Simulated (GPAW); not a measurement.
# Work function of Mg/Mo(110) at several levels, part 2 of 2

Wanted: work functions and dipole of Mg/Mo(110), with the cost of each level.

GPAW 26.7.0; GPAW, PAW setups; slab in vacuum, relaxation (the session's first sound run).

So far, upper work function (eV): step 2 (relaxation, PBE, GPAW) 4.03; step 5 (self-consistent run: xc = "vdW-DF2", GPAW, PAW setups, GPAW) 4.15; step 6 (self-consistent run: xc = "LDA") 4.17; step 7 (self-consistent run: xc = "revPBE") 3.97; step 8 (self-consistent run: xc = "RPBE") 3.97.

## (9) Real-space grid: mode = "fd"

A real-space grid is a second complete basis, so it checks the plane-wave result.

run.py reads:

```python
import json
import numpy as np
from ase import Atoms
from gpaw import GPAW

slab = Atoms(
    ['Mo', 'Mo', 'Mo', 'Mo', 'Mg'],
    positions=[
        [0.00000, 0.00000, 8.00000],
        [2.22739, -0.00000, 10.22739],
        [0.00575, 0.00000, 12.46680],
        [2.23411, 0.00000, 14.66425],
        [4.46209, -0.00000, 17.09317]],
    cell=[[2.22739, -1.575, 0.0], [2.22739, 1.575, 0.0], [0.0, 0.0, 25.38409]],
    pbc=[True, True, False])

slab.calc = GPAW(mode='fd', h=0.18, xc='PBE', kpts={'size': (12, 12, 1), 'gamma': True},
                 occupations={'name': 'fermi-dirac', 'width': 0.1}, nbands='200%',
                 convergence={'density': 1e-05}, maxiter=200,
                 poissonsolver={'dipolelayer': 'xy'},
                 symmetry={'tolerance': 1e-3}, txt='slab.txt')
result = {}
energy = slab.get_potential_energy()
fermi = slab.calc.get_fermi_level()
v = slab.calc.get_electrostatic_potential().mean((0, 1)) - fermi
n = slab.calc.get_pseudo_density().mean((0, 1))
L = slab.cell[2, 2]
z = np.arange(len(v)) * L / len(v)
low, high = slab.positions[:, 2].min(), slab.positions[:, 2].max()
below, above = np.interp([low - 5.8, high + 5.8], z, v)
slopes = [np.interp(x, z, np.gradient(v, z)) for x in (low - 5.8, high + 5.8)]
eps = np.array([[slab.calc.get_eigenvalues(k, s) for k in range(len(slab.calc.get_ibz_k_points()))]
                for s in range(slab.calc.get_number_of_spins())]) - fermi
top, bottom = eps[eps < 0].max(), eps[eps > 0].min()
dipole = slab.get_dipole_moment()[2]
print(f'energy {energy:.4f} eV, Fermi level {fermi:.4f} eV, dipole {dipole:.5f} e A')
print(f'potential 5.8 A off the faces, from the Fermi level: lower {below:.4f} eV, upper {above:.4f} eV')
print(f'slope of the potential there: lower {slopes[0]:.5f}, upper {slopes[1]:.5f} eV/A')
print(f'nearest levels on the mesh: {top:.4f} and {bottom:.4f} eV')
print('magnetic moment', round(slab.get_magnetic_moment(), 3))
result.update(energy=energy, fermi=fermi, dipole=dipole, below=below, above=above, slopes=slopes, edges=[top, bottom],
              z=z.tolist(), v=v.tolist(), n=n.tolist(), positions=slab.positions.tolist(),
              forces=slab.get_forces(apply_constraint=False).tolist(), moments=slab.get_magnetic_moments().tolist())
json.dump(result, open('result.json', 'w'))
```

Command:

```
$ OMP_NUM_THREADS=1 OPENBLAS_NUM_THREADS=1 python run.py
```

Log:

```text
energy -44.7113 eV, Fermi level -4.3446 eV, dipole 0.02405 e A
potential 5.8 A off the faces, from the Fermi level: lower 4.6548 eV, upper 4.0344 eV
slope of the potential there: lower -0.00013, upper 0.00019 eV/A
nearest levels on the mesh: -0.0130 and 0.0040 eV
magnetic moment 0.0
```

The job ended after 33 min (1 thread of Arm Neoverse V1, shared host; peak memory 2.2 GiB).

Numbers from this step:

```
dipole along the normal                    : 0.02405 e·Å
levels nearest the Fermi level on the mesh : -0.01303, 0.003960 eV from the Fermi level
upper work function                        : 4.034 eV
lower work function                        : 4.655 eV
```

The upper face's work function is 4.034 eV, against 4.034 eV in the first plane-wave PBE run at this geometry.

## (10) Cost and result by level

Times are for 1 thread of Arm Neoverse V1, shared host. Results by setting:

| no. | run | upper work function (eV) | lower work function (eV) | time | memory (GiB) |
| --- | --- | --- | --- | --- | --- |
| 1 | pw | 4.034 | 4.655 | 5.5 min | 0.34 |
| 2 | optPBE vdW | 4.137 | 4.832 | 6 min | 0.47 |
| 3 | vdW DF2 | 4.147 | 4.931 | 14 min | 0.47 |
| 4 | LDA | 4.167 | 4.951 | 5.8 min | 0.34 |
| 5 | revPBE | 3.971 | 4.528 | 5.4 min | 0.34 |
| 6 | RPBE | 3.969 | 4.508 | 5.6 min | 0.34 |
| 7 | fd | 4.034 | 4.655 | 33 min | 2.2 |

## (11) Atomic orbitals

Atom-centred orbitals end a few angstrom from the surface, which tests how much the density's tail matters.

Changes to run.py since step 9:

```diff
@@ -16,4 +16,4 @@
 
-slab.calc = GPAW(mode='fd', h=0.18, xc='PBE', kpts={'size': (12, 12, 1), 'gamma': True},
-                 occupations={'name': 'fermi-dirac', 'width': 0.1}, nbands='200%',
+slab.calc = GPAW(mode='lcao', basis='dzp', h=0.18, xc='PBE', kpts={'size': (12, 12, 1), 'gamma': True},
+                 occupations={'name': 'fermi-dirac', 'width': 0.1}, nbands='120%',
                  convergence={'density': 1e-05}, maxiter=200,
```

Log:

```text

```

It took 64 min on 1 thread; peak memory 0.49 GiB.

The run was cut off at its time limit.

## (12) Side by side

Results and costs are gathered.

This step: comparison of work functions, dipole and cost (GPAW 26.7.0).

Ladder, by row:

| step | code | work function, upper (eV) | work function, lower (eV) | dipole (e Å) | wall time (s) | peak memory (GiB) | threads |
| --- | --- | --- | --- | --- | --- | --- | --- |
| pw | GPAW | 4.034 | 4.655 | 0.02416 | 328.4 | 0.34 | 1 |
| optPBE-vdW | GPAW | 4.137 | 4.832 | 0.02704 | 357.2 | 0.47 | 1 |
| vdW-DF2 | GPAW | 4.147 | 4.931 | 0.03045 | 853 | 0.47 | 1 |
| LDA | GPAW | 4.167 | 4.951 | 0.03048 | 346.6 | 0.34 | 1 |
| revPBE | GPAW | 3.971 | 4.528 | 0.0217 | 323 | 0.34 | 1 |
| RPBE | GPAW | 3.969 | 4.508 | 0.02096 | 336.6 | 0.34 | 1 |
| fd | GPAW | 4.034 | 4.655 | 0.02405 | 1979 | 2.17 | 1 |

## (13) A changed run

One more run, with changed settings.

This step: GPAW, PAW setups; slab in vacuum (GPAW 26.7.0).

Changes to run.py since step 11:

```diff
@@ -3,3 +3,3 @@
 from ase import Atoms
-from gpaw import GPAW
+from gpaw import GPAW, PW
 
@@ -16,5 +16,5 @@
 
-slab.calc = GPAW(mode='lcao', basis='dzp', h=0.18, xc='PBE', kpts={'size': (12, 12, 1), 'gamma': True},
-                 occupations={'name': 'fermi-dirac', 'width': 0.1}, nbands='120%',
-                 convergence={'density': 1e-05}, maxiter=200,
+slab.calc = GPAW(mode=PW(400), xc='PBE', kpts={'size': (12, 12, 1), 'gamma': True},
+                 occupations={'name': 'fermi-dirac', 'width': 2.0}, nbands='200%',
+                 convergence={'density': 1e-05}, maxiter=50,
                  poissonsolver={'dipolelayer': 'xy'},
```

Log:

```text
gpaw.KohnShamConvergenceError
```

The job ended after 13 min (1 thread; peak memory 0.34 GiB).

The run stopped without converging, so none of its numbers is a property of the system.

The fault put into the input: a smearing of electronvolts, under a cap of 50 iterations, which ended the run (width = 2.0).

## (14) Results

| Quantity | Value |
| --- | --- |
| work function, upper and lower face | 4.034 and 4.655 eV |
| dipole along the normal | 0.0242 e Å |

What this shows: With plane waves and PBE the work function is 4.03 eV on the upper face and 4.66 eV on the lower. The two faces differ by 0.62 eV, the step that the slab's dipole makes (e p/(ε0 A) gives 0.62 eV), so the dipole layer is needed. Over the sound runs of the table the upper face's work function spans 3.969 (RPBE) to 4.167 eV (LDA). The cell of 7.02 Å² holds one Mg, started on one chosen site; other sites and coverages weren't tried. The in-plane lattice was kept as typed, which isn't the functional's own and leaves some strain; spin-orbit coupling and temperature are left out.

[Logs are printed without paths, hosts, clocks, repeated set-up lines and the standing remarks that a program may print on its own settings, such as how far it seeks lower states.]

[Hosts, paths, dates, database ids (printed as entryN), source tags and the programs' standing remarks are cut or masked in the printed files.]
